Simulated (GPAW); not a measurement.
**Ballistic transport through H2 in line between two Li chains, cheap and dear**

How well does H2 in line between two Li chains conduct at low bias, and how far do basis and functional move the answer?

Calculated with GPAW 26.7.0; GPAW LCAO, PAW setups; Landauer transmission from Green's functions with principal layers (ASE), zero bias.

### Step 1. Starting point

The cell holds 12 atoms: 10 Li and 2 H. Cell: a = 9.000 Å, b = 9.000 Å, c = 30.650 Å, α = 90.0°, β = 90.0°, γ = 90.0°. Regions: left lead, 5 atoms (5 Li); channel, 2 atoms (2 H); right lead, 5 atoms (5 Li). Vacuum lies along a and b. The structure is stacked along c, and the current runs across the ab planes.

### Step 2. GPAW, dzp

Localised orbitals split the wire into layers that couple to their neighbours alone, which is what the Green's function method needs; double zeta with polarisation is the usual level for numbers.

run.py reads:

```python
import json
import numpy as np
from ase import Atoms
from ase.transport.calculators import TransportCalculator
from gpaw import GPAW, FermiDirac
from gpaw.lcao.tools import get_lcao_hamiltonian
from scipy.linalg import eigh

# The junction with lead layers at both ends, along the third cell vector
device = Atoms(
    ['Li', 'Li', 'Li', 'Li', 'Li', 'H', 'H', 'Li', 'Li', 'Li', 'Li', 'Li'],
    positions=[
        [4.50000, 4.50000, 1.47500],
        [4.50000, 4.50000, 4.42500],
        [4.50000, 4.50000, 7.37500],
        [4.50000, 4.50000, 10.32500],
        [4.50000, 4.50000, 13.27500],
        [4.50000, 4.50000, 14.90020],
        [4.50000, 4.50000, 15.75020],
        [4.50000, 4.50000, 17.37540],
        [4.50000, 4.50000, 20.32540],
        [4.50000, 4.50000, 23.27540],
        [4.50000, 4.50000, 26.22540],
        [4.50000, 4.50000, 29.17540]],
    cell=[[9.0, 0.0, 0.0], [0.0, 9.0, 0.0], [0.0, 0.0, 30.6504]],
    pbc=True)

# One principal layer of the lead: the first 3 atoms of the device
lead = Atoms(
    ['Li', 'Li', 'Li'],
    positions=[
        [4.50000, 4.50000, 1.47500],
        [4.50000, 4.50000, 4.42500],
        [4.50000, 4.50000, 7.37500]],
    cell=[[9.0, 0.0, 0.0], [0.0, 9.0, 0.0], [0.0, 0.0, 8.85]],
    pbc=True)

settings = dict(mode='lcao', basis='dzp', xc='PBE', h=0.2,
                occupations=FermiDirac(0.1), maxiter=250,
                mixer=dict(beta=0.1, nmaxold=8, weight=100.0),
                convergence=dict(density=0.0001))
energies = np.arange(-2, 2 + 1e-9, 0.05)
eta = 0.0001
n1, n2 = 1, 1
# k and -k transmit alike, so half of the mesh across the current serves
mesh = [(i, j) for i in range(n1) for j in range(n2) if (i, j) <= (-i % n1, -j % n2)]
weights = np.array([1 if (i, j) == (-i % n1, -j % n2) else 2 for i, j in mesh]) / (n1 * n2)

# [... helper functions left out ...]
fermi_lead = ground_state(lead, (1, 1, 13), 'lead.txt')
fermi_device = ground_state(device, (1, 1, 3), 'device.txt')
# [... loop over the mesh left out, but for ...]
        # Shift the lead onto the potential of the device's first layer
        shift = ((H[:, 0, 0] - H0[:, 0, 0]) / S0[0, 0]).real.mean()
# [...]
kT = 8.617333e-5 * 300
bias = [0.1, 0.2, 0.5, 1.0, 1.5, 2.0]
# [... integrals and printing left out ...]
```

Command:

```console
OMP_NUM_THREADS=1 OPENBLAS_NUM_THREADS=1 python run.py
```

The log of the run:

```text
basis functions: device 60, principal layer 15
Fermi level: lead -2.7382 eV, device -2.6175 eV; lead shifted by -0.0037 eV
largest coupling past the next layer 1.28e-08 eV, largest misfit of the first layer 0.021 eV
  E-E_F (eV)   T (one spin)  [channel counts left out]
    -2.000    7.2279e-16
    -1.950    7.1103e-16
    -1.900    6.9899e-16
    -1.850    6.8668e-16
    -1.800    6.7410e-16
    -1.750    6.6130e-16
    -1.700    6.4830e-16
    -1.650    6.3516e-16
    -1.600    6.2195e-16
    -1.550    6.0879e-16
    -1.500    5.9583e-16
    -1.450    5.8332e-16
    -1.400    5.7163e-16
    -1.350    5.6135e-16
    -1.300    5.5346e-16
    -1.250    5.4965e-16
[...]
1.650    4.4691e-01
     1.700    4.1201e-01
     1.750    3.7810e-01
     1.800    3.4510e-01
     1.850    3.1283e-01
     1.900    2.8109e-01
     1.950    2.4965e-01
     2.000    2.1821e-01
conductance at 300 K: 0.70952 G0 a cell; thermopower -4.14 uV/K
current from the zero-bias T(E) at 0.1 V: 5.4924 uA
current from the zero-bias T(E) at 0.2 V: 10.956 uA
current from the zero-bias T(E) at 0.5 V: 26.93 uA
current from the zero-bias T(E) at 1.0 V: 51.844 uA
current from the zero-bias T(E) at 1.5 V: 75.354 uA
current from the zero-bias T(E) at 2.0 V: 94.455 uA
```

The job ended after 54 s (1 thread of Arm Neoverse N1, shared host; peak memory 0.89 GiB).

This step gave:

```yaml
conductance: 0.7095 G₀
thermopower: -4.140 μV/K
largest_coupling_past_the_next_principal_layer: 1.28e-8 eV
largest_misfit_of_the_first_principal_layer: 0.02124 eV
shift_that_aligns_the_lead: -0.003657 eV
basis_functions_of_the_junction: 60
basis_functions_of_a_principal_layer: 15
transmission_at_the_fermi_level_one_spin: 0.7116
```

One spin. Transmission, zone mean against energy, zero at the Fermi level:

energy (eV), transmission, zone mean and a bar:
```
   -2.000      0.000 
   -1.800      0.000 
   -1.600      0.000 
   -1.400      0.000 
   -1.200      0.000 
   -1.000      0.000 
   -0.800      0.000 
   -0.600      0.283 #########
   -0.400      0.417 #############
   -0.200      0.593 ##################
    0.000      0.712 #####################
    0.200      0.773 #######################
    0.400      0.855 ##########################
    0.600      0.958 #############################
    0.750      0.998 ##############################
    0.800      0.997 ##############################
    1.000      0.927 ############################
    1.200      0.792 ########################
    1.400      0.636 ###################
    1.600      0.483 ###############
    1.800      0.345 ##########
    2.000      0.218 #######
```

Not self-consistent under bias; the bias window is split evenly. Table of current through one cell, from the zero-bias transmission by bias:

| bias (V) | current through one cell, from the zero-bias transmission (μA) |
| --- | --- |
| 0.100 | 5.49 |
| 0.200 | 11.0 |
| 0.500 | 26.9 |
| 1.000 | 51.8 |
| 1.500 | 75.4 |
| 2.000 | 94.5 |

The transmission of the three most open eigenchannels by energy, zero at the Fermi level:

```csv
energy (eV),channel 1,channel 2 = channel 3
-2.00,0,0
-1.90,0,0
-1.80,0,0
-1.70,0,0
-1.55,0,0
-1.45,0,0
-1.35,0,0
-1.25,0,0
-1.15,0,0
-1.05,0,0
-0.90,0,0
-0.80,2.0e-9,0
-0.70,0.225,0
-0.60,0.283,0
-0.50,0.340,0
-0.40,0.417,0
-0.25,0.551,0
-0.15,0.631,0
-0.05,0.690,0
0.00,0.712,0
0.05,0.729,0
0.15,0.758,0
0.25,0.789,0
0.40,0.855,0
0.50,0.909,0
0.60,0.958,0
0.70,0.992,0
0.80,0.997,0
0.90,0.974,0
1.05,0.897,0
1.15,0.829,0
1.25,0.754,0
1.35,0.675,0
1.45,0.596,0
1.55,0.520,0
1.70,0.412,0
1.80,0.345,0
1.90,0.281,0
2.00,0.218,0
```

Couplings past the next layer reach 1.3e-8 eV, small enough to drop; the matrix elements of the cell's first layer differ from the bulk lead's by up to 0.021 eV. That layer keeps its own values in the calculation, and only beyond it is the lead taken as perfect. The Fermi levels of lead and junction count from different zeros of potential, one for each periodic cell; with both set to zero, the small remaining shift is what aligns them. By hand: G = 0.7095 × 77.48 μS = 55.0 μS, a resistance of 18.2 kΩ; at 0.1 V a linear junction would pass 5.50 μA, and the integral over the bias window gives 5.49 μA. Mott's formula, S = -(π²/3)(k_B²T/e) d ln T/dE, has the prefactor 7.33 μV/K·eV at 300 K; T = 0.6903 at -0.05 eV and 0.7289 at 0.05 eV give a slope of 0.545 per eV and S = -3.99 μV/K, beside -4.14 μV/K from the thermal integral, which interpolates the same grid.

### Step 3. GPAW, szp: basis = "szp(dzp)"

One radial function a shell plus polarisation makes the matrices smaller; the question is what that costs.

Edit run.py of step 2 so:

```diff
@@ -37,3 +37,3 @@
 
-settings = dict(mode='lcao', basis='dzp', xc='PBE', h=0.2,
+settings = dict(mode='lcao', basis='szp(dzp)', xc='PBE', h=0.2,
                 occupations=FermiDirac(0.1), maxiter=250,
```

The log of the run:

```text
basis functions: device 48, principal layer 12
Fermi level: lead -2.8434 eV, device -2.7310 eV; lead shifted by -0.0032 eV
largest coupling past the next layer 1.26e-08 eV, largest misfit of the first layer 0.021 eV
  E-E_F (eV)   T (one spin)  [channel counts left out]
    -2.000    3.7634e-20
    -1.950    3.5712e-20
    -1.900    3.3873e-20
    -1.850    3.2129e-20
    -1.800    3.0500e-20
    -1.750    2.9004e-20
    -1.700    2.7666e-20
    -1.650    2.6514e-20
    -1.600    2.5577e-20
    -1.550    2.4882e-20
    -1.500    2.4440e-20
    -1.450    2.4201e-20
    -1.400    2.3949e-20
    -1.350    2.3037e-20
    -1.300    1.9832e-20
    -1.250    1.1316e-20
[...]
1.650    4.4876e-01
     1.700    4.2069e-01
     1.750    3.9211e-01
     1.800    3.6289e-01
     1.850    3.3290e-01
     1.900    3.0195e-01
     1.950    2.6981e-01
     2.000    2.3622e-01
conductance at 300 K: 0.81331 G0 a cell; thermopower -5.349 uV/K
current from the zero-bias T(E) at 0.1 V: 6.2965 uA
current from the zero-bias T(E) at 0.2 V: 12.563 uA
current from the zero-bias T(E) at 0.5 V: 30.913 uA
current from the zero-bias T(E) at 1.0 V: 59.009 uA
current from the zero-bias T(E) at 1.5 V: 82.569 uA
current from the zero-bias T(E) at 2.0 V: 99.665 uA
```

The job ended after 47 s (1 thread; peak memory 0.88 GiB).

Numbers from this step:

```yaml
conductance: 0.8133 G₀
thermopower: -5.349 μV/K
largest_coupling_past_the_next_principal_layer: 1.26e-8 eV
largest_misfit_of_the_first_principal_layer: 0.02107 eV
shift_that_aligns_the_lead: -0.003222 eV
basis_functions_of_the_junction: 48
basis_functions_of_a_principal_layer: 12
transmission_at_the_fermi_level_one_spin: 0.8155
```

One spin. Table of transmission, zone mean by energy, zero at the Fermi level:

```csv
energy (eV),"transmission, zone mean"
-2.000,0
-1.800,0
-1.600,0
-1.400,0
-1.200,0
-1.000,0
-0.800,1.1e-10
-0.600,0.277
-0.400,0.456
-0.200,0.661
0.000,0.815
0.200,0.910
0.400,0.981
0.550,0.998
0.600,0.992
0.800,0.916
1.000,0.803
1.200,0.692
1.400,0.584
1.600,0.476
1.800,0.363
2.000,0.236
```

Not self-consistent under bias; the bias window is split evenly. The current through one cell, from the zero-bias transmission by bias:

```
bias (V)  current through one cell, from the zero-bias transmission (μA)
   0.100                                                            6.30
   0.200                                                            12.6
   0.500                                                            30.9
   1.000                                                            59.0
   1.500                                                            82.6
   2.000                                                            99.7
```

Table of transmission of the three most open eigenchannels by energy, zero at the Fermi level:

```
energy (eV)  channel 1  channel 2 = channel 3
      -2.00          0                      0
      -1.85          0                      0
      -1.70          0                      0
      -1.60          0                      0
      -1.45          0                      0
      -1.30          0                      0
      -1.15          0                      0
      -1.05          0                      0
      -0.90          0                      0
      -0.75     0.0613                      0
      -0.60      0.277                      0
      -0.50      0.359                      0
      -0.35      0.506                      0
      -0.20      0.661                      0
      -0.05      0.784                      0
       0.00      0.815                      0
       0.05      0.843                      0
       0.20      0.910                      0
       0.35      0.966                      0
       0.50      0.997                      0
       0.60      0.992                      0
       0.75      0.941                      0
       0.90      0.861                      0
       1.05      0.775                      0
       1.15      0.719                      0
       1.30      0.638                      0
       1.45      0.558                      0
       1.60      0.476                      0
       1.70      0.421                      0
       1.85      0.333                      0
       2.00      0.236                      0
```

The conductance, 0.813 G₀, lies 15 % above that of the dzp run.

### Step 4. GPAW, sz: basis = "sz(dzp)"

One function for each valence shell of the setup, as for a first survey of a large system.

Edit run.py of step 3 so:

```diff
@@ -37,3 +37,3 @@
 
-settings = dict(mode='lcao', basis='szp(dzp)', xc='PBE', h=0.2,
+settings = dict(mode='lcao', basis='sz(dzp)', xc='PBE', h=0.2,
                 occupations=FermiDirac(0.1), maxiter=250,
```

The log of the run:

```text
basis functions: device 12, principal layer 3
Fermi level: lead -2.6879 eV, device -2.5738 eV; lead shifted by -0.0033 eV
largest coupling past the next layer 1.25e-08 eV, largest misfit of the first layer 0.013 eV
  E-E_F (eV)   T (one spin)  [channel counts left out]
    -2.000    3.2446e-20
    -1.950    3.1759e-20
    -1.900    3.1386e-20
[...]
1.950    8.7445e-01
     2.000    8.6718e-01
conductance at 300 K: 0.79582 G0 a cell; thermopower -1.326 uV/K
current from the zero-bias T(E) at 0.1 V: 6.1643 uA
current from the zero-bias T(E) at 0.2 V: 12.319 uA
current from the zero-bias T(E) at 0.5 V: 30.623 uA
current from the zero-bias T(E) at 1.0 V: 60.14 uA
current from the zero-bias T(E) at 1.5 V: 88.243 uA
current from the zero-bias T(E) at 2.0 V: 114.59 uA
```

It took 37 s on 1 thread; peak memory 0.83 GiB.

Numbers from this step:

```
conductance                                    : 0.7958 G₀
largest coupling past the next principal layer : 1.25e-8 eV
largest misfit of the first principal layer    : 0.01251 eV
shift that aligns the lead                     : -0.003343 eV
basis functions of the junction                : 12
basis functions of a principal layer           : 3
transmission at the Fermi level (one spin)     : 0.7965
```

One spin. Table of transmission, zone mean by energy, zero at the Fermi level:

energy (eV), transmission, zone mean and a bar:
```
    -2.00      0.000 
    -1.85      0.000 
    -1.70      0.000 
    -1.60      0.000 
    -1.45      0.000 
    -1.30      0.000 
    -1.15      0.000 
    -1.05      0.000 
    -0.90      0.524 #################
    -0.75      0.559 ##################
    -0.60      0.600 ####################
    -0.50      0.643 #####################
    -0.35      0.705 #######################
    -0.20      0.755 #########################
    -0.05      0.789 ##########################
     0.00      0.797 ##########################
     0.05      0.803 ##########################
     0.20      0.817 ###########################
     0.35      0.828 ###########################
     0.50      0.841 ############################
     0.60      0.851 ############################
     0.75      0.867 #############################
     0.90      0.882 #############################
     1.05      0.896 ##############################
     1.15      0.903 ##############################
     1.30      0.909 ##############################
     1.40      0.911 ##############################
     1.45      0.910 ##############################
     1.60      0.906 ##############################
     1.70      0.901 ##############################
     1.85      0.887 #############################
     2.00      0.867 #############################
```

The conductance, 0.796 G₀, lies 12 % above that of the dzp run.

### Step 5. LDA in the dzp basis: xc = "LDA"

Back in the dzp basis, the functional changes from PBE to LDA, to set the spread between functionals beside that between bases.

Edit run.py of step 4 so:

```diff
@@ -37,3 +37,3 @@
 
-settings = dict(mode='lcao', basis='sz(dzp)', xc='PBE', h=0.2,
+settings = dict(mode='lcao', basis='dzp', xc='LDA', h=0.2,
                 occupations=FermiDirac(0.1), maxiter=250,
```

The log of the run:

```text
basis functions: device 60, principal layer 15
Fermi level: lead -2.7569 eV, device -2.6454 eV; lead shifted by -0.0030 eV
largest coupling past the next layer 5.76e-09 eV, largest misfit of the first layer 0.019 eV
  E-E_F (eV)   T (one spin)  [channel counts left out]
    -2.000    7.1932e-16
    -1.950    7.0749e-16
    -1.900    6.9536e-16
[...]
1.950    2.0035e-01
     2.000    1.6656e-01
conductance at 300 K: 0.75613 G0 a cell; thermopower -4.112 uV/K
current from the zero-bias T(E) at 0.1 V: 5.8533 uA
current from the zero-bias T(E) at 0.2 V: 11.676 uA
current from the zero-bias T(E) at 0.5 V: 28.693 uA
current from the zero-bias T(E) at 1.0 V: 55.021 uA
current from the zero-bias T(E) at 1.5 V: 78.795 uA
current from the zero-bias T(E) at 2.0 V: 97.453 uA
```

Run time: 40 s. Hardware: 1 thread; peak memory 0.89 GiB.

This step gave:

- conductance: 0.7561 G₀
- thermopower: -4.112 μV/K
- largest coupling past the next principal layer: 5.76e-9 eV
- largest misfit of the first principal layer: 0.01938 eV
- shift that aligns the lead: -0.003042 eV
- basis functions of the junction: 60
- basis functions of a principal layer: 15
- transmission at the Fermi level (one spin): 0.7583

One spin. The transmission, zone mean by energy, zero at the Fermi level:

```
energy (eV)  transmission, zone mean
      -2.00                        0
      -1.85                        0
      -1.70                        0
      -1.60                        0
      -1.45                        0
      -1.30                        0
      -1.15                        0
      -1.05                        0
      -0.90                        0
      -0.75                   0.0496
      -0.60                    0.292
      -0.50                    0.359
      -0.35                    0.490
      -0.20                    0.633
      -0.05                    0.736
       0.00                    0.758
       0.05                    0.777
       0.20                    0.822
       0.35                    0.878
       0.50                    0.945
       0.60                    0.982
       0.70                    0.998
       0.75                    0.996
       0.90                    0.952
       1.05                    0.863
       1.15                    0.791
       1.30                    0.673
       1.45                    0.554
       1.60                    0.440
       1.70                    0.369
       1.85                    0.267
       2.00                    0.167
```

The conductance, 0.756 G₀, lies 6.6 % above that of the dzp run.

### Step 6. All levels side by side

Times are for 1 thread of Arm Neoverse N1, shared host. The runs compared:

```csv
no.,run,conductance (G₀),time,memory (GiB)
1,dzp,0.7095,54 s,0.89
2,szp,0.8133,47 s,0.88
3,sz,0.7958,37 s,0.83
4,dzp LDA,0.7561,40 s,0.89
```

### Step 7. The levels side by side

The curves are compared point by point over the common energies.

This step: comparison of transmission and cost over codes and levels (GPAW 26.7.0).

Ladder, by row:

```
   step  code  T at the Fermi level (sum over the listed spins)  conductance (G0)  r.m.s. T(E) from the first  wall time (s)  peak memory (GiB)  threads
    dzp  GPAW                                            0.7116            0.7095                           0          53.51               0.89        1
    szp  GPAW                                            0.8155            0.8133                     0.06657          47.02               0.88        1
     sz  GPAW                                            0.7965            0.7958                      0.2652          36.78               0.83        1
dzp-LDA  GPAW                                            0.7583            0.7561                     0.03262          40.34               0.89        1
```

Table of transmission, zone mean, sum over the listed spins by energy, zero at the Fermi level:

| energy (eV) | dzp | szp | sz | dzp-LDA |
| --- | --- | --- | --- | --- |
| -2.00 | 0 | 0 | 0 | 0 |
| -1.85 | 0 | 0 | 0 | 0 |
| -1.70 | 0 | 0 | 0 | 0 |
| -1.50 | 0 | 0 | 0 | 0 |
| -1.35 | 0 | 0 | 0 | 0 |
| -1.20 | 0 | 0 | 3.1e-14 | 0 |
| -1.05 | 0 | 0 | 1.2e-9 | 0 |
| -0.90 | 1.0e-13 | 2.4e-14 | 0.524 | 2.5e-14 |
| -0.70 | 0.225 | 0.186 | 0.571 | 0.205 |
| -0.55 | 0.310 | 0.317 | 0.624 | 0.324 |
| -0.40 | 0.417 | 0.456 | 0.685 | 0.444 |
| -0.25 | 0.551 | 0.611 | 0.740 | 0.588 |
| -0.10 | 0.664 | 0.748 | 0.780 | 0.708 |
| 0.00 | 0.712 | 0.815 | 0.797 | 0.758 |
| 0.10 | 0.744 | 0.867 | 0.808 | 0.792 |
| 0.25 | 0.789 | 0.930 | 0.821 | 0.839 |
| 0.40 | 0.855 | 0.981 | 0.832 | 0.9 |
| 0.55 | 0.935 | 0.998 | 0.846 | 0.966 |
| 0.70 | 0.992 | 0.963 | 0.861 | 0.998 |
| 0.75 | 0.998 | 0.941 | 0.867 | 0.996 |
| 0.90 | 0.974 | 0.861 | 0.882 | 0.952 |
| 1.05 | 0.897 | 0.775 | 0.896 | 0.863 |
| 1.20 | 0.792 | 0.692 | 0.905 | 0.753 |
| 1.35 | 0.675 | 0.611 | 0.910 | 0.633 |
| 1.50 | 0.558 | 0.531 | 0.910 | 0.515 |
| 1.70 | 0.412 | 0.421 | 0.901 | 0.369 |
| 1.85 | 0.313 | 0.333 | 0.887 | 0.267 |
| 2.00 | 0.218 | 0.236 | 0.867 | 0.167 |

(Part 1 of 2 ends here.)

[Logs are printed without paths, hosts, clocks, repeated set-up lines and the standing remarks that a program may print on its own settings, such as how far it seeks lower states.]

[Hosts, paths, dates, database ids (printed as entryN), source tags and the programs' standing remarks are cut or masked in the printed files.]
